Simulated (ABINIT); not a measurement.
# Beyond one shot: SnO2 (Cassiterite)

Wanted: G0W0 and self-consistent gaps of SnO2 (Cassiterite), with the cost of the cycles.

Program: ABINIT 10.8.3. Level of theory: PBE and many-body steps on it, plane waves. Results are calculated unless marked as measured.

**The experiments to reproduce.**

- Gap 3.6 eV: experimental gap quoted from earlier work; bulk crystal (quoted in “Study on the Photocatalytic Properties of Flower-Shaped SnO2”, 2022, pmc:9565917).

## 1. Starting point

It takes space group P4_2/mnm (No. 136, tetragonal). The conventional cell has a = 4.738 Å, b = 4.738 Å, c = 3.187 Å, α = 90.00°, β = 90.00°, γ = 90.00°. Nearest to Sn lie 6 O at 2.05 to 2.06 Å. Nearest to O lie 3 Sn at 2.05 to 2.06 Å. Farther neighbours and most contacts between anions are not listed.

Coordinates:

```cif
data_structure
_symmetry_space_group_name_H-M 'P 1'
_symmetry_Int_Tables_number 1
_cell_length_a 4.7380
_cell_length_b 4.7380
_cell_length_c 3.1865
_cell_angle_alpha 90.000
_cell_angle_beta 90.000
_cell_angle_gamma 90.000
_cell_volume 71.53
loop_
_atom_site_label
_atom_site_type_symbol
_atom_site_fract_x
_atom_site_fract_y
_atom_site_fract_z
_atom_site_occupancy
Sn1 Sn 0.00000 0.00000 0.00000 1
Sn2 Sn 0.50000 0.50000 0.50000 1
O3 O 0.30710 0.30710 0.00000 1
O4 O 0.19290 0.80710 0.50000 1
O5 O 0.69290 0.69290 0.00000 1
O6 O 0.80710 0.19290 0.50000 1
```

The cell and positions come from the Crystallography Open Database and are kept as given unless a step says otherwise.

## 2. Empty states on the mesh, 2×2×4 mesh, 69 bands

This step: ABINIT 10.8.3; DFT, PBE, plane waves, norm-conserving pseudopotentials.

The sums over transitions need many empty states on a uniform mesh; this step solves for them.

run.abi

```
acell 3*1.0 Angstrom
rprim 
  4.738000000000 0.000000000000 0.000000000000
  0.000000000000 4.738000000000 0.000000000000
  0.000000000000 0.000000000000 3.186500000000
ntypat 2
znucl 50 8
natom 6
typat 1 1 2 2 2 2
xred 
  0.000000000000 0.000000000000 0.000000000000
  0.500000000000 0.500000000000 0.500000000000
  0.307100000000 0.307100000000 0.000000000000
  0.192900000000 0.807100000000 0.500000000000
  0.692900000000 0.692900000000 0.000000000000
  0.807100000000 0.192900000000 0.500000000000
pp_dirpath "pseudos"
pseudos "Sn.upf, O.upf"
ecut 42
ngkpt 2 2 4
nshiftk 1
shiftk 0 0 0
kptopt 1
chksymbreak 0
iscf -2
irdden 1
istwfk *1
nband 69
nbdbuf 6
tolwfr 1e-09
nstep 60
prtvol 0
indata_prefix "in"
outdata_prefix "out"
tmpdata_prefix "tmp"
```

On the command line:

```sh
$ OMP_NUM_THREADS=1 mpirun -n 8 abinit run.abi > log
```

Numbers of over 12 decimals in the logs are rounded to 6 here.

Output:

```text
.Version 10.8.3 of ABINIT. v10.8.2 released Aug 2026.

 Symmetries : space group P4_2/m n m (#136); Bravais tP (primitive tetrag.)
[... echo of the input left out ...]
== DATASET  1 ==================================================================
-   mpi_nproc: 8, omp_nthreads: 1 (-1 if OMP is not activated)
-    --> not optimal distribution: autoparal keyword recommended in input file <--

--- !DatasetInfo
iteration_state: {dtset: 1, }
dimensions: {natom: 6, nkpt: 9, mband: 69, nsppol: 1, nspinor: 1, nspden: 1, mpw: 6312, }
cutoff_energies: {ecut:  42.0, pawecutdg:  -1.0, }
[...]
0.97407    0.97407    0.98285    0.98285    1.02625    1.02625    1.04763    1.07586
   1.09149    1.12377    1.22145    1.22145    1.25530    1.25530    1.25938    1.28996
   1.36149    1.36149    1.38817    1.41159    1.41315
 prteigrs : prtvol=0 or 1, do not print more k-points.

== END DATASET(S) ==============================================================
================================================================================

 -outvars: echo values of variables after computation  --------
            nband          69
             nkpt           9
          spgroup         136
 [... the other variables as echoed above ...]

 Calculation completed.
```

Elapsed: 22 s, on 8 MPI ranks of Arm Neoverse V1, shared host; peak memory 0.58 GiB; 2.9 min of CPU time.

This step gave:

```yaml
gap: 1.284 eV
k_of_the_valence_top: 0, 0, 0
k_of_the_conduction_bottom: 0, 0, 0
least_direct_gap: 1.284 eV
k_points_computed: 9
lowest_point_of_the_top_converged_band_above_the_valence_top: 27.03 eV
```

On this mesh the gap is 1.284 eV.

The density comes from a self-consistent run that is not shown.

## 3. Screening, 2×2×4 mesh, 63 bands, screening to 87.1 eV

The RPA dielectric matrix is built and inverted for each q.

This step: RPA screening on PBE, plane waves, norm-conserving pseudopotentials.

Edit run.abi of step 2 so:

```diff
@@ -24,10 +24,11 @@
 chksymbreak 0
-iscf -2
-irdden 1
 istwfk *1
-nband 69
-nbdbuf 6
-tolwfr 1e-09
-nstep 60
-prtvol 0
+occopt 1
+irdwfk 1
+optdriver 3
+nband 63
+ecuteps 3.2
+inclvkb 2
+awtr 1
+symchi 1
 indata_prefix "in"
```

Output:

```text
.Version 10.8.3 of ABINIT. v10.8.2 released Aug 2026.

 Symmetries : space group P4_2/m n m (#136); Bravais tP (primitive tetrag.)
[... echo of the input left out ...]
== DATASET  1 ==================================================================
-   mpi_nproc: 8, omp_nthreads: 1 (-1 if OMP is not activated)

--- !DatasetInfo
iteration_state: {dtset: 1, }
dimensions: {natom: 6, nkpt: 9, mband: 63, nsppol: 1, nspinor: 1, nspden: 1, mpw: 6312, }
cutoff_energies: {ecut:  42.0, pawecutdg:  -1.0, }
electrons: {nelect:   6.80000000E+01, charge:   0.00000000E+00, occopt:   1.00000000E+00, tsmear:   1.00000000E-02, }

 SCREENING: Calculation of the susceptibility and dielectric matrices

 Based on a program developped by R.W. Godby, V. Olevano, G. Onida, and L. Reining.
 Incorporated in ABINIT by V. Olevano, G.-M. Rignanese, and M. Torrent.
.Using double precision arithmetic ; gwpc =  8

[... cell and pseudopotentials left out ...]
--------------------------------------------------------------------------------

 ==== K-mesh for the wavefunctions ====
 Number of points in the irreducible wedge :     9
[... list of points left out ...]
 Together with 16 symmetry operations and time-reversal symmetry
 yields    16 points in the full Brillouin Zone.

 ==== Q-mesh for the screening function ====
 Number of points in the irreducible wedge :     9
[... list of points left out ...]
 Together with 16 symmetry operations and time-reversal symmetry
 yields    16 points in the full Brillouin Zone.

 setmesh: FFT mesh size selected  =    36x   36x   24
          total number of points  =        31104

 vcoul_init : cutoff-mode = AUXILIARY_FUNCTION
 q-points for optical limit:   1
     1)      0.000010    0.000020    0.000030

- screening: taking advantage of time-reversal symmetry
- Maximum band index for partially occupied states nbvw = 34
- Remaining bands to be divided among processors   nbcw = 29
- Number of bands treated by each node ~3

 Number of electrons calculated from density =   68.0000; Expected =   68.0000
 average of density, n =  0.140867
 r_s =    1.1923
 omega_plasma =   36.2043 [eV]

 calculating chi0 at frequencies [eV] :
  1    0.000000E+00    0.000000E+00
  2    0.000000E+00    3.620427E+01

--------------------------------------------------------------------------------
  q-point number  1        q = ( 0.000000, 0.000000, 0.000000) [r.l.u.]
--------------------------------------------------------------------------------
[... chi0 elements left out ...]
 For q-point:  0.000010 0.000020 0.000030
  dielectric constant =   5.0587
  dielectric constant without local fields =   5.2205

  Average fulfillment of the sum rule on Im[epsilon] for q-point    1 :     20.89  [%]
[... wings left out ...]
  q-point number  2        q = ( 0.500000, 0.000000, 0.000000) [r.l.u.]
--------------------------------------------------------------------------------
[... chi0 elements left out ...]
  Average fulfillment of the sum rule on Im[epsilon] for q-point    2 :     28.88  [%]

 [... 7 further q-points ...]
```

Wall time 15 s (8 MPI ranks); peak memory 2.5 GiB; 2 min of CPU time.

Numbers from this step:

```
ε∞ with local fields, on this mesh, along the program's q direction : 5.059
the same without local fields                                       : 5.221
plasma frequency                                                    : 36.20 eV
plane waves in the screening matrix                                 : 137
```

Local fields lower ε∞ by 3 %. On a Γ-centred mesh this coarse the value itself is usually too large, while a short band sum pulls it down.

## 4. G0W0

The self-energy is evaluated for the states that the input lists, and the levels follow from it, in one-shot runs by the linearised quasiparticle equation.

This step: G0W0 on PBE, plane waves, norm-conserving pseudopotentials.

Edit run.abi of step 3 so:

```diff
@@ -27,8 +27,15 @@
 irdwfk 1
-optdriver 3
+optdriver 4
 nband 63
+gwcalctyp 0
+ecutsigx 42
+symsigma 1
+nkptgw 1
+kptgw 
+  0.0000000000 0.0000000000 0.0000000000
+bdgw 
+  32 36
 ecuteps 3.2
-inclvkb 2
-awtr 1
-symchi 1
+irdscr 1
+ppmodel 1
 indata_prefix "in"
```

Output:

```text
.Version 10.8.3 of ABINIT. v10.8.2 released Aug 2026.

 Symmetries : space group P4_2/m n m (#136); Bravais tP (primitive tetrag.)
[... echo of the input left out ...]
== DATASET  1 ==================================================================
-   mpi_nproc: 8, omp_nthreads: 1 (-1 if OMP is not activated)

--- !DatasetInfo
iteration_state: {dtset: 1, }
dimensions: {natom: 6, nkpt: 9, mband: 63, nsppol: 1, nspinor: 1, nspden: 1, mpw: 6312, }
cutoff_energies: {ecut:  42.0, pawecutdg:  -1.0, }
electrons: {nelect:   6.80000000E+01, charge:   0.00000000E+00, occopt:   1.00000000E+00, tsmear:   1.00000000E-02, }

 SIGMA: Calculation of the GW corrections

 Based on a program developped by R.W. Godby, V. Olevano, G. Onida, and L. Reining.
 Incorporated in ABINIT by V. Olevano, G.-M. Rignanese, and M. Torrent.
.Using double precision arithmetic ; gwpc =  8

[... cell and pseudopotentials left out ...]
--------------------------------------------------------------------------------

 ==== K-mesh for the wavefunctions ====
 Number of points in the irreducible wedge :     9
[... list of points left out ...]
 Together with 16 symmetry operations and time-reversal symmetry
 yields    16 points in the full Brillouin Zone.

 ==== Q-mesh for screening function ====
 Number of points in the irreducible wedge :     9
[... list of points left out ...]
 Together with 16 symmetry operations and time-reversal symmetry
 yields    16 points in the full Brillouin Zone.

 vcoul_init : cutoff-mode = AUXILIARY_FUNCTION
 q-points for optical limit:   1
     1)      0.000010    0.000020    0.000030
 setmesh: FFT mesh size selected  =    54x   54x   36
          total number of points  =       104976

 Number of electrons calculated from density =   68.0000; Expected =   68.0000
 average of density, n =  0.140867
 r_s =    1.1923
 omega_plasma =   36.2043 [eV]

 === KS Band Gaps ===
  >>>> For spin  1
   Minimum direct gap =   1.2836 [eV], located at k-point      :   0.0000  0.0000  0.0000
   Fundamental gap    =   1.2836 [eV], Top of valence bands at :   0.0000  0.0000  0.0000
                                       Bottom of conduction at :   0.0000  0.0000  0.0000
 SIGMA fundamental parameters:
 PLASMON POLE MODEL  1
 number of plane-waves for SigmaX                 6273
 number of plane-waves for SigmaC and W            137
 number of plane-waves for wavefunctions          6273
 number of bands                                    63
 number of independent spin polarizations            1
 number of spinorial components                      1
 number of k-points in IBZ                           9
 number of q-points in IBZ                           9
 number of symmetry operations                      16
 number of k-points in BZ                           16
 number of q-points in BZ                           16
 number of frequencies for dSigma/dE                 9
 frequency step for dSigma/dE [eV]                0.25
 number of omega for Sigma on real axis              0
 max omega for Sigma on real axis  [eV]           0.00
 zcut for avoiding poles [eV]                     0.10

 EPSILON^-1 parameters (SCR file):
 dimension of the eps^-1 matrix on file            137
 dimension of the eps^-1 matrix used               137
 number of plane-waves for wavefunctions          6273
 number of bands                                    63
 number of q-points in IBZ                           9
 number of frequencies                               2
 number of real frequencies                          1
 number of imag frequencies                          1

 matrix elements of self-energy operator (all in [eV])

 Perturbative Calculation

--- !SelfEnergy_ee
iteration_state: {dtset: 1, }
kpoint     : [   0.000,    0.000,    0.000, ]
spin       : 1
KS_gap     :    1.284
QP_gap     :    2.882
Delta_QP_KS:    1.598
data: !SigmaeeData |
     Band     E0 <VxcDFT>   SigX SigC(E0)      Z dSigC/dE  Sig(E)    E-E0       E
       32   6.013 -20.019 -25.554   5.502   0.784  -0.276 -20.044  -0.025   5.988
       33   6.013 -20.019 -25.554   5.502   0.784  -0.276 -20.044  -0.025   5.988
       34   6.777 -20.354 -26.147   5.738   0.783  -0.277 -20.397  -0.043   6.734
       35   8.061 -16.496 -12.268  -2.384   0.843  -0.186 -14.942   1.555   9.615
       36  12.920 -16.300 -10.641  -3.062   0.833  -0.200 -14.136   2.164  15.084

== END DATASET(S) ==============================================================
================================================================================

 -outvars: echo values of variables after computation  --------
           etotal      0.0000000000E+00
            nband          63
             nkpt           9
          spgroup         136
 [... the other variables as echoed above ...]

 Calculation completed.
```

It took 3.5 s on 8 MPI ranks; peak memory 1.3 GiB; 27 s of CPU time.

Numbers from this step:

```yaml
g0w0_gap_on_the_points_computed: 2.881 eV
starting_gap_on_the_mesh: 1.284 eV
k_of_the_valence_top: 0, 0, 0
k_of_the_conduction_bottom: 0, 0, 0
z_at_the_valence_top: 0.783
z_at_the_conduction_bottom: 0.843
least_direct_g0w0_gap_on_the_computed_points: 2.881 eV
```

The gap on the mesh goes from 1.28 eV to 2.88 eV, a correction of +1.60 eV.

## 5. QSGW, cycle 1

This step: QSGW on PBE, plane waves, norm-conserving pseudopotentials.

Edit run.abi of step 4 so:

```diff
@@ -29,10 +29,26 @@
 nband 63
-gwcalctyp 0
+gwcalctyp 28
 ecutsigx 42
-symsigma 1
-nkptgw 1
+symsigma 0
+nkptgw 9
 kptgw 
   0.0000000000 0.0000000000 0.0000000000
+  0.5000000000 0.0000000000 0.0000000000
+  0.5000000000 0.5000000000 0.0000000000
+  0.0000000000 0.0000000000 0.2500000000
+  0.5000000000 0.0000000000 0.2500000000
+  0.5000000000 0.5000000000 0.2500000000
+  0.0000000000 0.0000000000 0.5000000000
+  0.5000000000 0.0000000000 0.5000000000
+  0.5000000000 0.5000000000 0.5000000000
 bdgw 
-  32 36
+  23 40
+  23 40
+  23 40
+  23 40
+  23 40
+  23 40
+  23 40
+  23 40
+  23 40
 ecuteps 3.2
@@ -40,2 +56,3 @@
 ppmodel 1
+rhoqpmix 0.3
 indata_prefix "in"
```

Output:

```text
.Version 10.8.3 of ABINIT. v10.8.2 released Aug 2026.

 Symmetries : space group P4_2/m n m (#136); Bravais tP (primitive tetrag.)
[... echo of the input left out ...]
== DATASET  1 ==================================================================
-   mpi_nproc: 8, omp_nthreads: 1 (-1 if OMP is not activated)

--- !DatasetInfo
iteration_state: {dtset: 1, }
dimensions: {natom: 6, nkpt: 9, mband: 63, nsppol: 1, nspinor: 1, nspden: 1, mpw: 6312, }
cutoff_energies: {ecut:  42.0, pawecutdg:  -1.0, }
electrons: {nelect:   6.80000000E+01, charge:   0.00000000E+00, occopt:   1.00000000E+00, tsmear:   1.00000000E-02, }

 SIGMA: Calculation of the GW corrections

 Based on a program developped by R.W. Godby, V. Olevano, G. Onida, and L. Reining.
 Incorporated in ABINIT by V. Olevano, G.-M. Rignanese, and M. Torrent.
.Using double precision arithmetic ; gwpc =  8

[... cell and pseudopotentials left out ...]
--------------------------------------------------------------------------------

 ==== K-mesh for the wavefunctions ====
 Number of points in the irreducible wedge :     9
[... list of points left out ...]
 Together with 16 symmetry operations and time-reversal symmetry
 yields    16 points in the full Brillouin Zone.

 ==== Q-mesh for screening function ====
 Number of points in the irreducible wedge :     9
[... list of points left out ...]
 Together with 16 symmetry operations and time-reversal symmetry
 yields    16 points in the full Brillouin Zone.

 vcoul_init : cutoff-mode = AUXILIARY_FUNCTION
 q-points for optical limit:   1
     1)      0.000010    0.000020    0.000030
 setmesh: FFT mesh size selected  =    54x   54x   36
          total number of points  =       104976

 Number of electrons calculated from density =   68.0000; Expected =   68.0000
[...]
spin       : 1
KS_gap     :    7.199
QP_gap     :   10.325
Delta_QP_KS:    3.126
data: !SigmaeeData |
     Band     E_DFT   <VxcDFT>   E(N-1)  <Hhartree>   SigX  SigC[E(N-1)]    Z     dSigC/dE  Sig[E(N)]  DeltaE  E(N)_pert E(N)_diago
[...]
--- !SelfEnergy_ee
iteration_state: {dtset: 1, }
kpoint     : [   0.500,    0.500,    0.500, ]
spin       : 1
KS_gap     :    5.756
QP_gap     :    8.654
Delta_QP_KS:    2.898
data: !SigmaeeData |
     Band     E_DFT   <VxcDFT>   E(N-1)  <Hhartree>   SigX  SigC[E(N-1)]    Z     dSigC/dE  Sig[E(N)]  DeltaE  E(N)_pert E(N)_diago
[...]
39    17.849   -15.737    17.849    33.586    -8.983    -3.806     1.000     0.000   -12.789     2.948    20.796    20.800
       40    17.849   -15.737    17.849    33.586    -8.983    -3.820     1.000     0.000   -12.803     2.934    20.783    20.815

 New Fermi energy :        3.046125E-01 Ha ,    8.288929E+00 eV

 === QP Band Gaps ===
  >>>> For spin  1
   Minimum direct gap =   3.1341 [eV], located at k-point      :   0.0000  0.0000  0.0000
   Fundamental gap    =   3.1341 [eV], Top of valence bands at :   0.0000  0.0000  0.0000
                                       Bottom of conduction at :   0.0000  0.0000  0.0000

 writing QP data on file : out_QPS

 Convergence of QP corrections
 >>>>> For spin  1 <<<<<
.  kptgw no:  1; Maximum DeltaE = ( -10.048   0.002) for band index: 18
.  kptgw no:  2; Maximum DeltaE = (   1.844   0.000) for band index: 17
.  kptgw no:  3; Maximum DeltaE = (   2.466  -0.000) for band index: 18
[...]
.  kptgw no:  8; Maximum DeltaE = (  -0.552  -0.000) for band index: 13
.  kptgw no:  9; Maximum DeltaE = (   3.237   0.001) for band index: 17

== END DATASET(S) ==============================================================
================================================================================

 -outvars: echo values of variables after computation  --------
           etotal      0.0000000000E+00
            nband          63
             nkpt           9
          spgroup         136
 [... the other variables as echoed above ...]

 Calculation completed.
```

Run time: 35 s. Hardware: 8 MPI ranks; peak memory 3.5 GiB.

This step gave:

```yaml
quasiparticle_gap_on_the_mesh: 3.134 eV
gap_of_the_density_functional_on_the_mesh: 1.284 eV
k_of_the_valence_top: 0, 0, 0
k_of_the_conduction_bottom: 0, 0, 0
z_at_the_valence_top: 1
z_at_the_conduction_bottom: 1
least_direct_quasiparticle_gap_on_the_computed_points: 3.134 eV
```

Against G0W0 in ABINIT (2×2×4 mesh, 63 bands, screening to 87.1 eV, Godby-Needs plasmon pole), the gap moves by +0.253 eV.

(Part 1 of 3 ends here.)

[Paths, hosts, dates, memory and timing lines, banners, echoed tables and standing remarks are left out of the program output.]

[Logs are printed without paths, hosts, clocks, repeated set-up lines and the standing remarks that a program may print on its own settings, such as how far it seeks lower states.]

[Runs of the session that timed out or met a known fault of the program may be left out.]

[Hosts, paths, dates, database ids (printed as entryN), source tags and the programs' standing remarks are cut or masked in the printed files.]

[G0W0 gaps are taken among the corrected bands and points alone; a level outside them can change the order at an edge.]

[Where Ansatz stands beside ABINIT at settings called matched, ABINIT's density can come from a denser mesh and the files from another edition; pairs whose starting gaps differed by over 0.03 eV were left out, so agreement reads better than it is.]
